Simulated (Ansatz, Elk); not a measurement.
**TiFe3B: X-ray structure factors from the self-consistent density**

Structure refinements treat a crystal as free atoms side by side. For a made-up structure of TiFe3B (cell and positions from a PBEsol relaxation) the runs below show what the calculated density changes in F(hkl).

Method: DFT, PBE, all-electron APW+lo, Dirac cores, scalar-relativistic bands, static density, no spin, in Elk 11.2.3 (patched build).

This account leaves out most program logs.

The structure was built from a prototype and need not be the compound's stable phase.

**1. The starting structure**

It takes space group Pm-3m (No. 221, cubic). The conventional cell has a = 3.746 Å, b = 3.746 Å, c = 3.746 Å, α = 90.00°, β = 90.00°, γ = 90.00°. Nearest to Fe lie 2 B at 1.87 Å and 4 Ti at 2.65 Å and 8 Fe at 2.65 Å. Ti has 12 Fe at 2.65 Å nearest. Nearest to B lie 6 Fe at 1.87 Å. Farther neighbours are not listed.

Structure file:

```cif
data_structure
_symmetry_space_group_name_H-M 'P 1'
_symmetry_Int_Tables_number 1
_cell_length_a 3.7458
_cell_length_b 3.7458
_cell_length_c 3.7449
_cell_angle_alpha 90.000
_cell_angle_beta 90.000
_cell_angle_gamma 90.000
_cell_volume 52.55
loop_
_atom_site_label
_atom_site_type_symbol
_atom_site_fract_x
_atom_site_fract_y
_atom_site_fract_z
_atom_site_occupancy
Fe1 Fe 0.50000 0.00000 0.57211 1
Fe2 Fe 0.00000 0.50000 0.57211 1
Fe3 Fe 0.50000 0.50000 0.07210 1
Ti4 Ti 0.00000 0.00000 0.07209 1
B5 B 0.50000 0.50000 0.57210 1
```

**2. Ground state and structure factors**

An all-electron density is needed, since X-rays see the cores too. Task 0 finds the density and task 195 Fourier-transforms it; tshift is off so that phases refer to the origin typed.

The input, elk.in:

```
tasks
  0
  195

xctype
  20

spinpol
  .false.

rgkmax
  7.0

gmaxvr
  14.0

lmaxo
  7

lmaxapw
  8

swidth
  0.002

tshift
  .false.

ramdisk
  .false.

hmaxvr
  5.5

maxscl
  120

epspot
  1e-06

sppath
  './'

avec
  7.07855990778 0.00000000000 -0.00000000000
  0.00000000000 7.07855990778 0.00000000000
  -0.00000000000 0.00000000000 7.07689220396

atoms
  3
  'Fe.in'
  3
  0.5000000000 0.0000000000 0.5721061918   0.000000 0.000000 0.000000
  -0.0000000000 0.5000000000 0.5721061918   0.000000 0.000000 0.000000
  0.5000000000 0.5000000000 0.0720980981   0.000000 0.000000 0.000000
  'Ti.in'
  1
  0.0000000000 0.0000000000 0.0720887731   0.000000 0.000000 0.000000
  'B.in'
  1
  0.5000000000 0.5000000000 0.5721007452   0.000000 0.000000 0.000000

ngridk
  6 6 6
```

On the command line:

```
$ OMP_NUM_THREADS=4 elk
```

The job ended after 77 s (4 threads of Arm Neoverse V1, shared host; peak memory 0.16 GiB; 4.6 min of CPU time).

SFACRHO.OUT:

```text

h k l indices transformed by vhmat matrix:
   1.000000000       0.000000000       0.000000000    
   0.000000000       1.000000000       0.000000000    
   0.000000000       0.000000000       1.000000000    

      h      k      l  multipl.   |H|            Re(F)            Im(F)           |F|

      0      0      0      1   0.0000000       105.00000     -0.93058614E-19   105.00000    
      1      0      0      4  0.88763610      -8.2022740      0.24879877E-13   8.2022740    
      0      0     -1      1  0.88784528      -7.3729393       3.5927910       8.2017304    
      0      0      1      1  0.88784528      -7.3729393      -3.5927910       8.2017304    
     -1      1      0      4   1.2553070      -1.1348735     -0.39179661E-15   1.1348735    
     -1      0     -1      4   1.2554549      -1.0200671      0.49759038       1.1349595    
      0     -1      1      4   1.2554549      -1.0200671     -0.49759038       1.1349595    
     -1     -1     -1      4   1.5375516       61.942032      -30.152432       68.891106    
     -1     -1      1      4   1.5375516       61.942032       30.152432       68.891106    
     -2      0      0      4   1.7752722       69.064737      0.42044569E-13   69.064737    
      0      0     -2      1   1.7756906       42.597716      -54.351109       69.055111    
      0      0      2      1   1.7756906       42.597716       54.351109       69.055111    
      1     -2      0      8   1.9848147      -5.5339938      0.17787946E-13   5.5339938    
      0      2      1      4   1.9849082      -4.9742637      -2.4242306       5.5335516    
      2      0     -1      4   1.9849082      -4.9742637       2.4242306       5.5335516    
     -1      0     -2      4   1.9851889      -3.4118580       4.3556890       5.5328836    
      0      1      2      4   1.9851889      -3.4118580      -4.3556890       5.5328836    
     -1     -2     -1      8   2.1743409      -1.2635079      0.61583677       1.4055985
```

Elk indexes on the primitive cell of elk.in and gives |H| = 4π sin θ/λ in inverse bohr. Below, one row stands for each form hkl of the conventional cell (m members, Friedel mates merged), F is for one primitive cell and the density is static (no thermal factor). Free-atom factors are Waasmaier and Kirfel's, and R is Σm||F|−|F'||/Σm|F|.

```tsv
hkl	m	sin θ/λ (Å⁻¹)	abs F, DFT	neutral atoms	diff.	abs of complex diff.
100	6	0.134	8.202	7.788	+0.415	0.415
110	12	0.189	1.135	1.227	-0.092	0.092
111	8	0.231	68.891	69.665	-0.774	0.774
200	6	0.267	69.065	69.649	-0.584	0.584
210	24	0.298	5.534	5.538	-0.004	0.004
211	24	0.327	1.406	1.531	-0.125	0.125
220	12	0.378	56.208	56.396	-0.188	0.188
300	6	0.400	4.417	4.665	-0.248	0.248
221	24	0.401	4.502	4.665	-0.162	0.162
310	24	0.422	1.200	1.216	-0.016	0.016
311	24	0.443	46.757	46.756	+0.001	0.001
222	8	0.462	48.228	48.237	-0.009	0.009
320	24	0.481	3.980	4.039	-0.060	0.060
321	48	0.499	0.908	0.841	+0.066	0.066
400	6	0.534	42.852	42.734	+0.119	0.119
410	24	0.550	3.648	3.509	+0.139	0.139
322	24	0.550	3.495	3.509	-0.013	0.013
330	12	0.566	0.303	0.501	-0.198	0.198
411	24	0.566	0.389	0.501	-0.112	0.112
331	24	0.582	36.927	36.842	+0.086	0.086
420	24	0.597	38.919	38.830	+0.090	0.090
421	48	0.612	3.015	3.064	-0.049	0.049
```

**3. The highest occupied states alone**

An energy window below the Fermi level keeps the highest occupied states, to see at which angles they scatter; shallow core shells can lie inside it and anion s states outside. No new self-consistency is needed.

elk.in, as its differences from that of step 2:

```diff
@@ -1,3 +1,2 @@
 tasks
-  0
   195
@@ -40,2 +39,5 @@
 
+wsfac
+  -0.058110 0.682880
+
 sppath
```

On the command line:

```
$ OMP_NUM_THREADS=4 elk
```

Elapsed: 7.1 s, on 4 threads; peak memory 0.17 GiB.

States within 12 eV below the Fermi level hold 31.00 electrons; any levels below the window count with the cores. Their amplitudes can exceed the total, where window and core parts have opposite phase:

```tsv
hkl	sin θ/λ (Å⁻¹)	abs F, window	abs F, all
100	0.134	5.739	8.202
110	0.189	2.213	1.135
111	0.231	9.869	68.891
200	0.267	9.182	69.065
210	0.298	2.259	5.534
211	0.327	1.632	1.406
220	0.378	5.298	56.208
300	0.400	1.047	4.417
221	0.401	1.152	4.502
310	0.422	1.206	1.200
```

**4. Another functional**

The difference from free atoms is small, so it is set against the change that LDA (Perdew-Wang) makes.

elk.in, as its differences from that of step 3:

```diff
@@ -1,2 +1,3 @@
 tasks
+  0
   195
@@ -4,3 +5,3 @@
 xctype
-  20
+  3
 
@@ -39,5 +40,2 @@
 
-wsfac
-  -0.058110 0.682880
-
 sppath
```

On the command line:

```
$ OMP_NUM_THREADS=4 elk
```

Wall time 51 s (4 threads); peak memory 0.17 GiB.

Against the first run R = 0.12 %; the largest change is -0.046 at 220.

**5. Basis size**

The basis and the expansions that go with it are enlarged, to see whether the differences are converged.

elk.in, as its differences from that of step 4:

```diff
@@ -5,3 +5,3 @@
 xctype
-  3
+  20
 
@@ -11,12 +11,12 @@
 rgkmax
-  7.0
+  8.5
 
 gmaxvr
-  14.0
+  18.0
 
 lmaxo
-  7
+  9
 
 lmaxapw
-  8
+  10
```

On the command line:

```
$ OMP_NUM_THREADS=4 elk
```

Run time: 3.5 min. Hardware: 4 threads; peak memory 0.27 GiB; 13 min of CPU time.

Against the first run R = 0.04 %; the largest change is -0.016 at 400.

**6. Settings against the effect**

```tsv
run	R against the first run (%)	R against neutral atoms, low angle (%)	wall time
PBE, rgkmax 7	0.00	1.15	77 s
LDA (Perdew-Wang)	0.12	1.15	51 s
rgkmax 8.5 with larger expansions	0.04	1.13	3.5 min
```

**7. Outcome**

```
R against neutral atoms, sin θ/λ < 0.3 Å⁻¹ : 1.15 %
R against neutral atoms, 0.3 to 0.82 Å⁻¹   : 0.74 %
```

**Reading.** Independent neutral atoms miss the calculated amplitudes by R = 1.15 % below 0.3 Å⁻¹ and 0.74 % from there to 0.82 Å⁻¹; by shells, 5.06 % below 0.15 Å⁻¹ (1 form), 0.98 % 0.15 to 0.3 (4 forms), 0.55 % 0.3 to 0.45 (6 forms), 0.79 % above 0.45 (33 forms). Bonding, aspherical density and the tables' own atoms all enter these figures, and the runs don't part them. The largest change of an amplitude is -0.77 electrons, at 111. Weak lines can change much in proportion: 510 goes from 0.03 to 0.15. The window's part falls from 31.0 electrons at the origin to at most 3.36 between 0.45 and 0.82 Å⁻¹, where compact states inside the window still scatter. Below 0.3 Å⁻¹ the changes that finished (LDA (Perdew-Wang) and rgkmax 8.5 with larger expansions) move F by R = 0.03 % at most, against the 1.15 % that separates it from free atoms. The k-mesh has no finished test. These runs have no spin, though d or f shells may be open. Part of the difference isn't bonding: the tables are fits to free atoms and ions calculated by other methods than this functional. Thermal motion, anomalous dispersion and extinction are left out.

[Logs are printed without paths, hosts, clocks, repeated set-up lines and the standing remarks that a program may print on its own settings, such as how far it seeks lower states.]

[Hosts, paths, dates, database ids (printed as entryN), source tags and the programs' standing remarks are cut or masked in the printed files.]
